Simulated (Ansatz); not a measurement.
# La3AlC (Pm-3m): following an unstable mode

Which phase does La3AlC (Pm-3m) fall into along its unstable mode, and how much energy does it gain?

Program: Ansatz 0.2.0. Level of theory: DFT PBEsol, scalar-relativistic, plane waves, PAW; PAW set soft_1. Results are calculated unless marked as measured.

Report form: the programs' logs are mostly left out.

### Step 1. Starting point

The structure is cubic, space group Pm-3m (No. 221). Conventional cell: a = 5.132 Å, b = 5.132 Å, c = 5.132 Å, α = 90.00°, β = 90.00°, γ = 90.00°. Nearest to La lie 2 C at 2.57 Å and 4 Al at 3.63 Å and 8 La at 3.63 Å. Nearest to Al lie 12 La at 3.63 Å. Nearest to C lie 6 La at 2.57 Å. Farther neighbours are not listed.

Structure file:

```cif
data_structure
_symmetry_space_group_name_H-M 'Pm-3m'
_symmetry_Int_Tables_number 221
_cell_length_a 5.1318
_cell_length_b 5.1318
_cell_length_c 5.1318
_cell_angle_alpha 90.000
_cell_angle_beta 90.000
_cell_angle_gamma 90.000
_cell_volume 135.15
loop_
_atom_site_label
_atom_site_type_symbol
_atom_site_symmetry_multiplicity
_atom_site_Wyckoff_symbol
_atom_site_fract_x
_atom_site_fract_y
_atom_site_fract_z
_atom_site_occupancy
La1 La 3 c 0.50000 0.50000 0.00000 1
Al1 Al 1 a 0.00000 0.00000 0.00000 1
C1 C 1 b 0.50000 0.50000 0.50000 1
```

### Step 2. Response at finite wavevector

The cell comes from relaxations at this level that are not shown. Stability and thermal properties need the whole zone. Linear response on a 2×2×2 q mesh gives force constants as far as a supercell of that size would.

File input.yaml:

```yaml
crystal:
  lattice:
    - [5.1318379723, 0.0, 0.0]
    - [0.0, 5.1318379723, 0.0]
    - [0.0, 0.0, 5.1318379723]
  atoms:
    - { symbol: La, position: [0.5, 0.5, 0.0] }
    - { symbol: La, position: [0.5, 0.0, 0.5] }
    - { symbol: La, position: [0.0, 0.5, 0.5] }
    - { symbol: Al, position: [0.0, 0.0, 0.0] }
    - { symbol: C, position: [0.5, 0.5, 0.5] }
kpoints:
  mp_grid: { grid: [8, 8, 8] }
hamiltonian:
  xc: pbesol
  pseudopotentials: { kind: paw, azcp: { folder: soft_1 }, xc_functional: pbe }
scf:
  occupations: { method: methfessel_paxton, width: 0.2 }
output:
  eigenvalues: true
phonons:
  method: dfpt
  qmesh: [2, 2, 2]
  temperatures: { t_max: 1000, t_step: 50 }
  qpath:
    path:
      - [[0.0, 0.0, 0.0], [0.0, 0.5, 0.0], [0.5, 0.5, 0.0], [0.0, 0.0, 0.0], [0.5, 0.5, 0.5], [0.0, 0.5, 0.0]]
      - [[0.5, 0.5, 0.5], [0.5, 0.5, 0.0]]
    npoints: 10
```

Command:

```
ansatz run input.yaml --threads 4 --pin off --max-ram 10240MiB --backend cpu --events-out ev --progress --plain --runs-dir out
```

It took 5.5 min on 4 threads of Arm Neoverse V2, shared host; peak memory 1.7 GiB; 21 min of CPU time.

Numbers from this step:

```yaml
volume_per_atom: 27.03 Å³
gap_on_the_k_mesh: 0 eV
sum_rule_residual_before_enforcement: 3.92e-5 eV/Å²
lowest_frequency_on_the_path: -168.7 cm⁻¹
point_group: m-3m
highest_frequency_on_the_path_or_at_a_solved_wavevector: 391.2 cm⁻¹
highest_optical_mode_at_the_zone_centre_no_lo_to_term: 137.8 cm⁻¹
lowest_optical_zone_centre_mode: -168.7 cm⁻¹
lowest_mode_on_the_q_mesh_acoustic_modes_at_gamma_apart: -168.7 cm⁻¹
```

Frequencies (cm⁻¹) solved at each irreducible wavevector; negative means imaginary. Frequencies by wavevector, by row:

```csv
q in reciprocal lattice units,star,mode 1,mode 2,mode 3,mode 4,mode 13,mode 14,mode 15
0 0 0,1,-168.7,-168.7,-168.7,-49.5,137.8,137.8,137.8
0 0 -0.5,3,-117.1,-117.1,54.5,59.7,140.1,163.8,382.1
0 -0.5 -0.5,3,7.8,63.7,63.7,66.7,255.1,379.2,379.2
-0.5 -0.5 -0.5,1,-25.1,-25.1,-25.1,93.7,391.2,391.2,391.2
```

Interpolated from a 2×2×2 q mesh. Phonon branches along the path, in cm⁻¹:

```csv
point,branch 1,branch 2,branch 3,branch 4,branch 12,branch 13,branch 14,branch 15
Γ,-169,-169,-169,-50,123,138,138,138
halfway,-138,-138,-12,-12,138,138,149,244
X,-117,-117,54,60,140,140,164,382
halfway,24,32,42,62,155,189,267,381
M,8,64,64,67,157,255,379,379
halfway,-47,-3,28,40,147,148,254,256
Γ,-169,-169,-169,-50,123,138,138,138
halfway,-13,31,31,70,153,276,276,279
R,-25,-25,-25,94,188,391,391,391
halfway,23,24,38,74,162,298,300,383
X,-117,-117,54,60,140,140,164,382
jump to R,-25,-25,-25,94,188,391,391,391
halfway,-17,28,28,88,174,329,385,385
M,8,64,64,67,157,255,379,379
```

Symmetry leaves 4 wavevectors to solve. The lowest mode among them, the acoustic zeros apart, lies at Γ and is imaginary, 168.7i cm⁻¹, so the energy falls along it.

### Step 3. The mode frozen in, largest atomic shift 0 Å

The mode followed lies at Γ with frequency 168.7i cm⁻¹ and is 3-fold degenerate, the softest among the wavevectors solved. At small amplitude the distorted cell has space group no. 38 by a symmetry search on the positions. The undistorted cell that holds it gives the zero of energy on the same k mesh.

input.yaml, the sections that differ from step 2:

```yaml
output:
  forces: true
  stress: true
  eigenvalues: true
# crystal, kpoints, hamiltonian, scf: as in step 2
# phonons: removed
```

The job ended after 2.2 s (4 threads; peak memory 0.49 GiB).

Numbers from this step:

| Quantity | Value |
| --- | --- |
| pressure | -6.43e-5 GPa |
| energy from the undistorted cell | 0 meV/atom |

The run ends at a pressure of 0.00 GPa.

### Step 4. The mode frozen in, largest atomic shift 0.14 Å

The atoms are moved along the unstable eigenvector, the largest shift by 0.14 Å, with the cell fixed.

input.yaml, the sections that differ from step 3:

```yaml
crystal:
  lattice:
    - [5.1318379723, 0.0, 0.0]
    - [0.0, 5.1318379723, 0.0]
    - [0.0, 0.0, 5.1318379723]
  atoms:
    - { symbol: La, position: [0.5, 0.4994417845, -0.0003446338] }
    - { symbol: La, position: [0.5, -0.0003446338, 0.4994417845] }
    - { symbol: La, position: [0.0, 0.4994417845, 0.4994417845] }
    - { symbol: Al, position: [0.0, -0.001065414, -0.001065414] }
    - { symbol: C, position: [0.5, 0.5192903498, 0.5192903498] }
output:
  forces: true
  stress: true
  eigenvalues: true
  write_density: true
  write_potential: true
  elf: true
  volumetric_format: npy
# kpoints, hamiltonian, scf: as in step 3
```

It took 14 s on 4 threads; peak memory 0.6 GiB.

Numbers from this step:

| Quantity | Value |
| --- | --- |
| pressure | 0.01458 GPa |
| energy from the undistorted cell | -1.563 meV/atom |

The energy, extrapolated to zero smearing, is -1.56 meV/atom against the undistorted cell.

The run ends at a pressure of 0.01 GPa, with forces up to 0.055 eV/Å.

### Step 5. Energy along the mode, all amplitudes (two of the runs are shown above)

An imaginary frequency means negative curvature, so the energy should fall and then rise again as anharmonic terms take over.

This step gave:

```
depth at the lowest point sampled  : 1.563 meV/atom
largest atomic shift at that point : 0.14 Å
```

Table of energy from the parent by largest atomic shift:

```csv
largest atomic shift (Å),energy from the parent (meV/atom)
0.000,0
0.040,-0.198
0.080,-0.707
0.140,-1.56
0.220,-1.11
0.320,6.70
```

Displacement at unit largest shift by atom:

```csv
atom,x (Å),y (Å),z (Å),size
La1,0.000,-0.020,-0.013,0.024
La2,0.000,-0.013,-0.020,0.024
La3,0.000,-0.020,-0.020,0.028
Al4,0.000,-0.039,-0.039,0.055
C5,0.000,0.707,0.707,1.000
```

The lowest of the steps tried is at 0.14 Å, 1.56 meV/atom below the parent; the bottom of the well need not coincide with a step.

### Step 6. Relaxation from the frozen mode

Starting from the lowest point found, all atoms and the cell are let go, so that strain and other modes of the same symmetry can join in.

Edit input.yaml of step 4 so:

```diff
@@ -22,5 +22,6 @@
   eigenvalues: true
-  write_density: true
-  write_potential: true
-  elf: true
-  volumetric_format: npy
+relax:
+  adjacent_minimum: "off"
+  f_tol: 0.002
+  max_steps: 120
+  cell: { stress_tol: 0.03 }
```

The job ended after 3 min (4 threads; peak memory 0.64 GiB; 12 min of CPU time).

Step by step:

```csv
step,energy less that of the first step (eV),largest force component (eV/Å),pressure (GPa),volume (Å³)
1,0.0000,0.0417,0.01,135.15
2,0.0108,0.3462,-0.33,135.06
3,-0.0029,0.0601,-0.05,135.10
4,-0.0039,0.0620,-0.06,135.09
5,-0.0062,0.0443,-0.04,134.98
6,-0.0074,0.0491,0.00,134.88
7,0.0338,0.5287,0.33,133.90
8,-0.0120,0.0770,0.18,134.55
9,-0.0173,0.1437,0.01,134.30
10,-0.0219,0.1394,-0.04,134.45
11,-0.0262,0.0648,0.00,134.38
12,-0.0283,0.0115,0.03,133.87
13,-0.0286,0.0075,0.02,134.02
14,-0.0287,0.0037,-0.01,134.07
15,-0.0287,0.0021,0.01,134.01
16,-0.0287,0.0009,0.00,134.04
17*,-0.0287,0.0008,0.00,134.04
```

Relaxation steps marked * repeat the geometry before them on a plane-wave basis chosen anew for their cell, so energy and pressure can jump there. Relaxation steps 2, 7 were tried and not accepted.

Forces are held to the 4 operations that the run works with; a distortion that breaks them can't arise in this run.

```csv
"conventional cell, symmetrised",before,after,change
a (Å),5.132,4.991,-2.7 %
b (Å),7.258,7.314,+0.8 %
c (Å),7.258,7.344,+1.2 %
volume (Å³/atom),27.03,26.81,-0.8 %
```

The atoms that moved most (Å, as changes of fractional coordinates times the final cell):

```csv
atom,dx,dy,dz,length
La3,0.000,-0.134,-0.134,0.190
La1,0.000,0.113,-0.003,0.113
La2,0.000,-0.003,0.113,0.113
Al4,0.000,0.018,0.018,0.025
C5,0.000,0.007,0.007,0.010
```

This step gave:

* pressure: 8.92e-4 GPa
* volume per atom: 26.81 Å³

The distorted start has space group Amm2; the relaxation ends in Amm2.

### Step 7. The new phase in its own primitive cell

The relaxed structure is symmetrised, reduced to its primitive cell and relaxed tightly, as its phonons need.

input.yaml, the sections that differ from step 6:

```yaml
crystal:
  lattice:
    - [4.9909434897, 0.0, 0.0]
    - [0.0, 3.6570645581, 3.6717531103]
    - [0.0, -3.6570645581, 3.6717531103]
  atoms:
    - { symbol: La, position: [0.5, 0.5213035895, 0.9989509765] }
    - { symbol: La, position: [0.5, 0.9989509765, 0.5213035895] }
    - { symbol: La, position: [0.0, 0.4735553513, 0.4735553513] }
    - { symbol: Al, position: [0.0, 0.0023332511, 0.0023332511] }
    - { symbol: C, position: [0.5, 0.5206207027, 0.5206207027] }
relax:
  adjacent_minimum: "off"
  f_tol: 0.001
  max_steps: 60
  cell: { stress_tol: 0.01 }
# kpoints, hamiltonian, scf, output: as in step 6
```

It took 21 s on 4 threads; peak memory 0.62 GiB; 83 s of CPU time.

Little changed from the start: no atom moved by 0.005 Å and no cell edge by 0.1 %.

This step gave:

```
pressure : 8.91e-4 GPa
```

The largest force component left is 0.89 meV/Å and the pressure is 0.001 GPa, within the tolerances set. The cell now holds 26.81 Å³/atom.

### Step 8. Modes of the new phase

A relaxed structure may still be a saddle point, so its zone-centre modes are computed. No field response is asked, since the mesh shows no gap.

Edit input.yaml of step 7 so:

```diff
@@ -19,9 +19,4 @@
 output:
-  forces: true
-  stress: true
   eigenvalues: true
-relax:
-  adjacent_minimum: "off"
-  f_tol: 0.001
-  max_steps: 60
-  cell: { stress_tol: 0.01 }
+phonons:
+  method: dfpt
```

Wall time 3.8 min (4 threads); peak memory 2.8 GiB.

This step gave:

| Item | Value |
| --- | --- |
| sum-rule residual before enforcement | 4.78e-5 eV/Å² |
| point group | mm2 |
| highest optical mode at the zone centre (no LO-TO term) | 269.8 cm⁻¹ |
| lowest optical zone-centre mode | -18 cm⁻¹ |

Patterns of degenerate modes are one choice out of their space. Modes at Γ, with each element's share of the kinetic energy (negative means imaginary):

```csv
mode,frequency (cm⁻¹),symmetry,La %,Al %,C %
1,-18.0,B2,98,2,0
2,-11.9,A2,100,0,0
3,0.0,acoustic,91,6,3
4,0.0,acoustic,91,6,3
5,0.0,acoustic,91,6,3
6,53.1,A1,98,0,2
7,117.9,B2,62,32,6
8,118.3,B1,89,2,10
9,132.9,B2,37,60,3
10,134.0,A1,98,0,2
11,142.5,B1,8,92,0
12,145.0,A1,6,94,0
13,204.5,B2,12,0,88
14,228.2,B1,12,0,87
15,269.8,A1,7,0,93
```

Displacements in mode 1 (-18.0 cm⁻¹), the largest set to 1:
```
La1  0.00 -0.45 -0.43
La2  0.00 -0.45  0.43
La3  0.00  1.00  0.00
Al4  0.00 -0.40  0.00
C5   0.00 -0.22  0.00
```

Displacements in mode 15 (269.8 cm⁻¹), the largest set to 1:
```
La1  0.00  0.04 -0.02
La2  0.00 -0.04 -0.02
La3  0.00  0.00 -0.03
Al4  0.00  0.00 -0.02
C5   0.00  0.00  1.00
```

Before it was imposed, the acoustic sum rule was missed by 4.8e-5 eV/Å². Small misses are needed for a sound result but don't prove that mesh and cutoff are converged. The lowest optical mode is imaginary, 18.0i cm⁻¹, so the energy falls along it.

### Step 9. What came out

* unstable mode of the parent: q = (0, 0, 0), 169i cm⁻¹
* depth at the lowest point sampled: 1.56 meV/atom
* largest atomic shift at that point: 0.14 Å
* space group reached (within 0.01 Å): Amm2
* energy gained over the parent (first relaxation, on the mesh of the frozen mode): 7.49 meV/atom
* volume per atom, phase reached: 26.8 Å³
* lowest optical zone-centre mode, phase reached: -18.0 cm⁻¹
* highest optical mode at the zone centre (no LO-TO term), phase reached: 270 cm⁻¹

What this shows: From this start the structure relaxes into Amm2, 7.49 meV/atom below the parent. At the parent's cell the well is 1.563 meV/atom deep on the steps tried, with its lowest point at a shift of 0.14 Å. Relaxing atoms and cell changes the gain by +5.93 meV/atom against the lowest step (energies at zero smearing). Most of the total comes from this relaxation. The frozen pattern makes up only 24 % of the final shifts of the atoms, so other modes or strain give most of the change. The new phase still has an imaginary mode at the zone centre of its cell, so it is a saddle point on the way to a lower structure. Of the 5 patterns followed to their end from this parent, this one reaches the lowest energy. Each path keeps the symmetry of its pattern, so a lower phase may lie along a pattern not tried. With no gap, or one that is small against the smearing, the frequencies hang on the k mesh and the smearing, most of all near Kohn anomalies. Spin-orbit coupling is left out, which can matter for the heavy elements here. The PAW files were made for PBE and serve the other functionals too. A phonon run warned that its eigensolver left some bands unconverged in a pass.

[Logs are printed without paths, hosts, clocks, repeated set-up lines and the standing remarks that a program may print on its own settings, such as how far it seeks lower states.]

[Hosts, paths, dates, database ids (printed as entryN), source tags and the programs' standing remarks are cut or masked in the printed files.]
